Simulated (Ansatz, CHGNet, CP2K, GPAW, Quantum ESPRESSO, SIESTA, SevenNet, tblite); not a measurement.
# What went wrong? GPAW on random packing of 61Li2S-17P2S5-22LiCl (mol %) (62 atoms)

Program: GPAW 26.7.0, a calculation on a cell of 26 Li, 26 S, 6 P and 4 Cl, 19.9 Å³ an atom.

File run.py:

```python
import numpy as np
from ase.io import read
from gpaw import GPAW, FermiDirac

atoms = read("structure.xyz")
atoms.calc = GPAW(
    mode="lcao",
    basis="dzp",
    h=0.2,
    xc="PBE96",
    kpts={"size": (1, 1, 1), "gamma": True},
    occupations=FermiDirac(0.05),
    maxiter=60,
    symmetry={"point_group": False},
    txt="gpaw.txt",
)
energy = atoms.get_potential_energy(force_consistent=True)
forces = atoms.get_forces()
print(f"energy {energy:.6f} eV")
print("forces (eV/A)")
for i, (a, f) in enumerate(zip(atoms, forces)):
    print(f"{i:4d} {a.symbol:2s} {f[0]:10.5f} {f[1]:10.5f} {f[2]:10.5f}")
print(f"Fermi level {atoms.calc.get_fermi_level():.4f} eV")
for k in range(len(atoms.calc.get_ibz_k_points())):
    for s in range(atoms.calc.get_number_of_spins()):
        e = atoms.calc.get_eigenvalues(kpt=k, spin=s)
        n = np.searchsorted(e, atoms.calc.get_fermi_level())
        print(f"k {k} spin {s} levels about the Fermi level:", np.round(e[max(n - 6, 0):n], 4).tolist(), "|", np.round(e[n:n + 6], 4).tolist())
```

File structure.xyz:

```xyz
62
Lattice="10.73070 0.00000 0.00000 0.00000 10.73070 0.00000 0.00000 0.00000 10.73070" Properties=species:S:1:pos:R:3 pbc="T T T"
Li 10.42166 0.05891 6.18958
Li 4.38188 8.68586 1.65832
Li 10.51973 5.40924 4.61431
Li 7.18528 0.30765 1.02081
Li 3.42095 2.89117 6.01874
Li 5.11919 5.40516 8.78973
Li 1.70532 3.87679 10.72941
Li 7.87075 9.13923 7.92516
Li 9.10822 3.70842 10.24084
Li 1.99097 1.19422 3.76551
[... 48 atom lines left out ...]
Cl 2.74148 8.38433 7.77042
Cl 10.15682 6.25739 6.78255
Cl 0.82337 8.32305 0.51389
Cl 2.99301 6.63780 10.29525
```

Started as:

```bash
OMP_NUM_THREADS=1 python run.py > output.txt
```

The program printed:

```text
ValueError: not enough values to unpack (expected 2, got 1)
NameError: Unknown functional: PBE96.
```

gpaw.txt:

```text
Input parameters:
  mode=LCAO(),
  basis={'default': 'dzp'},
  h=0.2,
  kpts=MonkhorstPack(size=(1, 1, 1), gamma=True),
  maxiter=60,
  occupations=Occupations(name='fermi-dirac', width=0.05, fixmagmom=False),
  symmetry=Symmetry(point_group=False),
  xc=XC(name='PBE96')
timing:  # [seconds]
  Total: 0.028  # ━━━━━━━━━━━━━━━━━━━━━━━━━━━━━━━━━━━━━━━━━━━━━━━━━━━━━━━━━━━
  Init:  0.008  # ━━━━━━━━━━━━━━━╸
```

Elapsed: 1.2 s, on 1 thread of Arm Neoverse V2, shared host; peak memory 0.11 GiB.

Banners, paths, timers and routine set-up lines are dropped from the logs unmarked, and long logs keep their key lines alone; longer cuts are marked.

**Question.** Which part of the input is at fault, and how is it mended?

An unknown functional: functional PBE96.

The program stopped at the start.

[Also dropped from logs without a mark: logging warnings of Python, and SIESTA's first energy breakdown and zero terms.]

[Logs are printed without paths, hosts, clocks, repeated set-up lines and the standing remarks that a program may print on its own settings, such as how far it seeks lower states.]

[Hosts, paths, dates, database ids (printed as entryN), source tags and the programs' standing remarks are cut or masked in the printed files.]
